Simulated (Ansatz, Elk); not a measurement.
# How far do independent atoms describe MgPbO2?

The structure of MgPbO2 used here is made up (a known structure type with other elements) and was relaxed beforehand with PBEsol. The aim is the Fourier transform of its all-electron density, F(hkl), set beside the sum over free spherical atoms that refinements use.

Program: Elk 11.2.3 (patched build). Level of theory: DFT, PBE, all-electron APW+lo, Dirac cores, scalar-relativistic bands, static density, no spin. Results are calculated unless marked as measured.

The structure was built from a prototype and need not be the compound's stable phase.

### Step 1. Set-up

Symmetry: P3m1, No. 156, trigonal system. Conventional cell: a = 3.428 Å, b = 3.428 Å, c = 6.327 Å, α = 90.00°, β = 90.00°, γ = 120.00°. Nearest to Pb lie 4 O at 2.29 to 2.70 Å. Nearest to Mg lie 4 O at 2.03 Å. Nearest to O lie 3 Mg at 2.03 Å and 1 Pb at 2.70 Å. O has 1 Mg at 2.03 Å and 3 Pb at 2.29 Å nearest. Farther neighbours and most contacts between anions are not listed.

### Step 2. Ground state and structure factors

An all-electron density is needed, since X-rays see the cores too. Task 0 finds the density and task 195 Fourier-transforms it; tshift is off so that phases refer to the origin typed.

The input, elk.in:

```
tasks
  0
  195

xctype
  20

spinpol
  .false.

rgkmax
  7.0

gmaxvr
  14.0

lmaxo
  7

lmaxapw
  8

swidth
  0.002

tshift
  .false.

ramdisk
  .false.

hmaxvr
  5.5

maxscl
  120

epspot
  1e-06

sppath
  './'

avec
  6.47756399534 -0.00000000000 0.00000000000
  -3.23878199767 5.60973497460 -0.00000000000
  0.00000000000 0.00000000000 11.95595009213

atoms
  3
  'Pb.in'
  1
  -0.0000000000 -0.0000000000 0.0093932643   0.000000 0.000000 0.000000
  'Mg.in'
  1
  0.6666666667 0.3333333333 0.5056493443   0.000000 0.000000 0.000000
  'O.in'
  2
  -0.0000000000 -0.0000000000 0.4367976567   0.000000 0.000000 0.000000
  0.6666666667 0.3333333333 0.8264597347   0.000000 0.000000 0.000000

ngridk
  8 8 4
```

Run with:

```sh
$ OMP_NUM_THREADS=4 elk
```

Numbers of over 12 decimals in the logs are rounded to 6 here.

The program printed:

```text
┌─────────────────────────┐
│ Elk code version 11.2.3 │
└─────────────────────────┘

All units are atomic (Hartree, Bohr, etc.)

┌─────────────────────────────────────────────────┐
│ Ground-state run starting from atomic densities │
└─────────────────────────────────────────────────┘

Lattice vectors :
   6.477563995      -0.000000000       0.000000000
  -3.238781998       5.609734975      -0.000000000
   0.000000000       0.000000000       11.95595009

Reciprocal lattice vectors :
  0.9699920081      0.5600251470      -0.000000000
   0.000000000       1.120050294      -0.000000000
   0.000000000       0.000000000      0.5255278969

Unit cell volume      :    434.4483477
Brillouin zone volume :   0.5709544409

Muffin-tin inner radius fraction :   0.1000000000E-01

Nuclei treated as point charges

Species : 1 (Pb)
 parameters loaded from : Pb.in
 name : lead
 nuclear charge    :   -82.00000000
 electronic charge :    82.00000000
 atomic mass :    377702.4943
 muffin-tin radius :    2.606691483
 number of radial points in muffin-tin :   1393
 inner part over the whole radius :   0.9961122606E-02
 number on inner part of muffin-tin    :    999
 approximate nuclear radius :   0.1047603524E-03
 number of mesh points to nuclear radius :    528
 atomic positions (lattice), magnetic fields (Cartesian) :
  1 :   0.00000000  0.00000000  0.00939326    0.00000000  0.00000000  0.00000000

Species : 2 (Mg)
 parameters loaded from : Mg.in
 name : magnesium
 nuclear charge    :   -12.00000000
 electronic charge :    12.00000000
 atomic mass :    44305.30466
 muffin-tin radius :    2.145290793
 number of radial points in muffin-tin :    793
 inner part over the whole radius :   0.9828463730E-02
 number on inner part of muffin-tin    :    551
 approximate nuclear radius :   0.5710277704E-04
 number of mesh points to nuclear radius :    242
 atomic positions (lattice), magnetic fields (Cartesian) :
  1 :   0.66666667  0.33333333  0.50564934    0.00000000  0.00000000  0.00000000

Species : 3 (O)
 parameters loaded from : O.in
 name : oxygen
 nuclear charge    :   -8.000000000
 electronic charge :    8.000000000
 atomic mass :    29165.12205
 muffin-tin radius :    1.634058478
 number of radial points in muffin-tin :    593
 inner part over the whole radius :   0.9768293877E-02
 number on inner part of muffin-tin    :    406
 approximate nuclear radius :   0.5115538663E-04
 number of mesh points to nuclear radius :    174
 atomic positions (lattice), magnetic fields (Cartesian) :
  1 :   0.00000000  0.00000000  0.43679766    0.00000000  0.00000000  0.00000000
  2 :   0.66666667  0.33333333  0.82645973    0.00000000  0.00000000  0.00000000

Total number of atoms per unit cell :    4
Total muffin-tin volume :    152.1017534
 ratio of muffin-tin to unit cell volume :   0.3501031924

Spin treatment :
 spin-unpolarised

Number of Bravais lattice symmetries :   24
Number of crystal symmetries         :    6
Crystal has no inversion symmetry
Complex Hermitian eigensolver will be used

k-point grid :      8     8     4
k-point offset :    0.000000000       0.000000000       0.000000000
k-point set is reduced with full crystal symmetry group
Total number of k-points :       60

Muffin-tin radius times maximum |G+k| :    7.000000000
 using average radius
Maximum |G+k| for APW functions       :    3.491228623
Maximum (1/2)|G+k|²                   :    6.094338651
Maximum |G| for potential and density :    14.00000000
Constant for pseudocharge density :    9
 order of it for each species :   16  16  16
 order of it for pair densities of each species (exact exchange by exxq0 0: 17) :   16  11   5
Radial integration step length :    1

G-vector grid sizes :     30    30    54
Number of G-vectors :    20219

Maximum angular momentum used for
 APW functions            :    8
 outer part of muffin-tin :    7
 inner part of muffin-tin :    2

Total nuclear charge    :   -110.0000000
Total core charge       :    74.00000000
Total valence charge    :    36.00000000
[...]
total energy                :     -21280.154835120

Density of states at Fermi energy :   0.5111229421E-07
 (states/Hartree/unit cell)

Estimated indirect band gap :   0.8598459567E-01
 from k-point 15 to k-point 31
Estimated direct band gap   :   0.1179767421
 at k-point 5

Charges :
 core                        :    74.00000000
 valence                     :    36.00000000
 interstitial                :    4.325693317
 muffin-tins (core leakage)
  species : 1 (Pb)
   atom 1                    :    79.55172588     (  0.3093935935E-02)
  species : 2 (Mg)
   atom 1                    :    10.44872773     ( -0.9763085851E-07)
  species : 3 (O)
[...]
total in muffin-tins        :    105.6743067
 total calculated charge     :    109.9977640
 total charge                :    110.0000000
 error                       :   0.2236004666E-02

RMS change in Kohn-Sham potential (target) :    1.046285559     (  0.1000000000E-05)
Absolute change in total energy (target)   :   0.1429577159     (  0.1000000000E-03)

[... loops 3 to 16 left out ...]

┌──────────────────┐
│ Loop number : 17 │
└──────────────────┘

Energies :
 Fermi                       :     0.180828
 sum of occupied eigenvalues :     -13127.944496224
 electron kinetic            :      24721.200983116
 core electron kinetic       :      24491.965642821
 Coulomb                     :     -45576.817742033
 Coulomb potential           :     -37294.892258158
 nuclear-nuclear             :     -1353.4871282501
 electron-nuclear            :     -51173.595592310
 Hartree                     :      6950.2649785271
 Madelung                    :     -26929.371612954
 xc potential                :     -554.25322118196
 exchange                    :     -417.93037395667
 correlation                 :     -6.043548
 electron entropic           :    -0.48237240810207E-06
 total energy                :     -21279.590681546

Density of states at Fermi energy :   0.1334361126E-01
 (states/Hartree/unit cell)

Estimated indirect band gap :   0.3142625806E-01
 from k-point 15 to k-point 35
Estimated direct band gap   :   0.5864312141E-01
 at k-point 35

Charges :
 core                        :    74.00000000
 valence                     :    36.00000000
 interstitial                :    5.056678088
 muffin-tins (core leakage)
  species : 1 (Pb)
[...]
species : 2 (Mg)
[...]
species : 3 (O)
[...]
total in muffin-tins        :    104.9433219
 total calculated charge     :    109.9978936
 total charge                :    110.0000000
 error                       :   0.2106375162E-02

RMS change in Kohn-Sham potential (target) :   0.2945980254E-06 (  0.1000000000E-05)
Absolute change in total energy (target)   :   0.6503191253E-04 (  0.1000000000E-03)

Convergence targets achieved

┌──────────────────┐
│ Loop number : 18 │
└──────────────────┘

Energies :
 Fermi                       :     0.180828
 sum of occupied eigenvalues :     -13127.944495427
 electron kinetic            :      24721.200990683
 core electron kinetic       :      24491.965649081
 Coulomb                     :     -45576.817746987
 Coulomb potential           :     -37294.892266368
 nuclear-nuclear             :     -1353.4871282501
 electron-nuclear            :     -51173.595593968
 Hartree                     :      6950.2649752310
 Madelung                    :     -26929.371613803
 xc potential                :     -554.25321974266
 exchange                    :     -417.93037429898
 correlation                 :     -6.043548
 electron entropic           :    -0.48237122290476E-06
 total energy                :     -21279.590679272

Density of states at Fermi energy :   0.1334357424E-01
 (states/Hartree/unit cell)

Estimated indirect band gap :   0.3142626925E-01
 from k-point 15 to k-point 35
Estimated direct band gap   :   0.5864313276E-01
 at k-point 35

Charges :
 core                        :    74.00000000
 valence                     :    36.00000000
 interstitial                :    5.056677886
 muffin-tins (core leakage)
  species : 1 (Pb)
[...]
species : 2 (Mg)
   atom 1                    :    10.55460445     ( -0.9763085673E-07)
  species : 3 (O)
   atom 1                    :    7.230038410     ( -0.2001522259E-06)
   atom 2                    :    7.220660911     ( -0.1999773551E-06)
 total in muffin-tins        :    104.9433221
 total calculated charge     :    109.9978936
 total charge                :    110.0000000
 error                       :   0.2106375162E-02

┌──────────────────────────────┐
│ Self-consistent loop stopped │
└──────────────────────────────┘

Warning : the lowest level lies among the core levels :   -2.528689625      -2.595384525

Warning : core states of species 1 leak from the muffin-tin :   0.2963689977E-02

Wrote STATE.OUT
```

Wall time 38 s (4 threads of Arm Neoverse V2, shared host); peak memory 0.21 GiB.

SFACRHO.OUT:

```text

h k l indices transformed by vhmat matrix:
   1.000000000       0.000000000       0.000000000    
   0.000000000       1.000000000       0.000000000    
   0.000000000       0.000000000       1.000000000    

      h      k      l  multipl.   |H|            Re(F)            Im(F)           |F|

      0      0      0      1   0.0000000       110.00000     -0.37177185E-16   110.00000    
      0      0      1      1  0.52552790       64.226114      0.46197249       64.227776    
      0      0     -1      1  0.52552790       64.226114     -0.46197249       64.227776    
      0      0     -2      1   1.0510558       82.681352      0.93890066       82.686683    
      0      0      2      1   1.0510558       82.681352     -0.93890066       82.686683    
     -1      1      0      3   1.1200503       70.838957      -13.587068       72.130203    
      1     -1      0      3   1.1200503       70.838957       13.587068       72.130203    
      0     -1     -1      3   1.2372115       72.876501      -4.2491834       73.000274    
      1     -1      1      3   1.2372115       72.876501       4.2491835       73.000274    
     -1      0     -1      3   1.2372115       62.807957      -14.776492       64.522742    
      1      0      1      3   1.2372115       62.807957       14.776492       64.522742    
     -1      1      2      3   1.5359788       64.416822       1.4722921       64.433645    
     -1      1     -2      3   1.5359788       70.895509      -10.648680       71.690778    
     -1      0      2      3   1.5359788       70.895509       10.648680       71.690778    
     -1      0     -2      3   1.5359788       64.416822      -1.4722921       64.433645    
      0      0      3      1   1.5765837       50.277090       16.447452       52.899002    
      0      0     -3      1   1.5765837       50.277090      -16.447452       52.899002    
     -1      1      3      3   1.9339413       65.484203       25.273451       70.192080
```

Elk indexes on the primitive cell of elk.in and gives |H| = 4π sin θ/λ in inverse bohr. Below, one row stands for each form hkl of the conventional cell (m members, Friedel mates merged), F is for one primitive cell and the density is static (no thermal factor). Free-atom factors are Waasmaier and Kirfel's, and R is Σm||F|−|F'||/Σm|F|.

```csv
hkl,m,sin θ/λ (Å⁻¹),"abs F, DFT",neutral atoms,diff.,abs of complex diff.,ions,diff.
001,2,0.079,64.228,64.576,-0.348,0.353,63.907,+0.321
002,2,0.158,82.687,82.627,+0.059,0.487,82.468,+0.219
100,6,0.168,72.130,71.848,+0.282,0.367,72.240,-0.109
011,6,0.186,73.000,73.133,-0.133,0.472,73.034,-0.033
101,6,0.186,64.523,65.137,-0.614,0.704,64.405,+0.117
102,6,0.231,64.434,64.357,+0.076,0.108,64.471,-0.037
012,6,0.231,71.691,71.380,+0.311,0.327,71.703,-0.012
003,2,0.237,52.899,53.002,-0.103,0.364,52.895,+0.004
103,6,0.291,70.192,70.145,+0.047,0.114,70.235,-0.043
013,6,0.291,66.127,66.109,+0.018,0.022,66.200,-0.073
110,6,0.292,78.358,78.272,+0.086,0.086,78.362,-0.005
111,12,0.302,52.191,52.173,+0.018,0.069,52.162,+0.029
004,2,0.316,66.326,66.322,+0.004,0.032,66.428,-0.102
112,12,0.332,66.493,66.518,-0.025,0.027,66.577,-0.084
200,6,0.337,58.031,58.108,-0.077,0.077,58.060,-0.029
021,6,0.346,55.874,55.843,+0.031,0.060,55.998,-0.124
201,6,0.346,60.698,60.623,+0.075,0.081,60.671,+0.027
104,6,0.358,56.808,56.863,-0.055,0.062,56.776,+0.032
014,6,0.358,51.240,51.200,+0.040,0.045,51.260,-0.020
202,6,0.372,58.795,58.885,-0.090,0.090,58.743,+0.052
022,6,0.372,54.339,54.309,+0.031,0.032,54.261,+0.079
113,12,0.376,46.442,46.414,+0.028,0.053,46.451,-0.009
```

The ions are Mg2+, Pb2+ and O2−, by formal charge.

### Step 3. The highest occupied states alone

An energy window below the Fermi level keeps the highest occupied states, to see at which angles they scatter; shallow core shells can lie inside it and anion s states outside. No new self-consistency is needed.

Changes to elk.in since step 2:

```diff
@@ -1,3 +1,2 @@
 tasks
-  0
   195
@@ -40,2 +39,5 @@
 
+wsfac
+  -0.186670 0.480830
+
 sppath
```

Run with:

```sh
$ OMP_NUM_THREADS=4 elk
```

The program printed:

```text
┌─────────────────────────────────┐
│ Elk code version 11.2.3 started │
└─────────────────────────────────┘

Info(readinput): the functional depends on the density's gradient
 muffin-tin radial points multiplied by    2.00000
 (not where nrmtscf is given)

┌────────────────────┐
│ Current task : 195 │
└────────────────────┘
Info(checkmt): changed muffin-tin radius of species 1 (Pb) from   2.8000 to   2.6067
Info(checkmt): changed muffin-tin radius of species 2 (Mg) from   2.2000 to   2.1453
Info(checkmt): changed muffin-tin radius of species 3 (O) from   1.8000 to   1.6341

Info(sfacrho): density structure factors written to SFACRHO.OUT

 Energy window :  -0.1866700000      0.4808300000

┌──────────────────┐
│ Elk code stopped │
└──────────────────┘
```

Run time: 6.2 s. Hardware: 4 threads; peak memory 0.21 GiB; 8.5 s of CPU time.

States within 10 eV below the Fermi level hold 14.00 electrons; any levels below the window count with the cores. Their amplitudes can exceed the total, where window and core parts have opposite phase:

```csv
hkl,sin θ/λ (Å⁻¹),"abs F, window","abs F, all"
001,0.079,1.882,64.228
002,0.158,4.993,82.687
100,0.168,3.629,72.130
011,0.186,3.723,73.000
101,0.186,5.445,64.523
102,0.231,0.956,64.434
012,0.231,4.424,71.691
003,0.237,3.950,52.899
103,0.291,2.794,70.192
013,0.291,0.080,66.127
```

(Part 1 of 2 ends here.)

[Logs are printed without paths, hosts, clocks, repeated set-up lines and the standing remarks that a program may print on its own settings, such as how far it seeks lower states.]

[Hosts, paths, dates, database ids (printed as entryN), source tags and the programs' standing remarks are cut or masked in the printed files.]
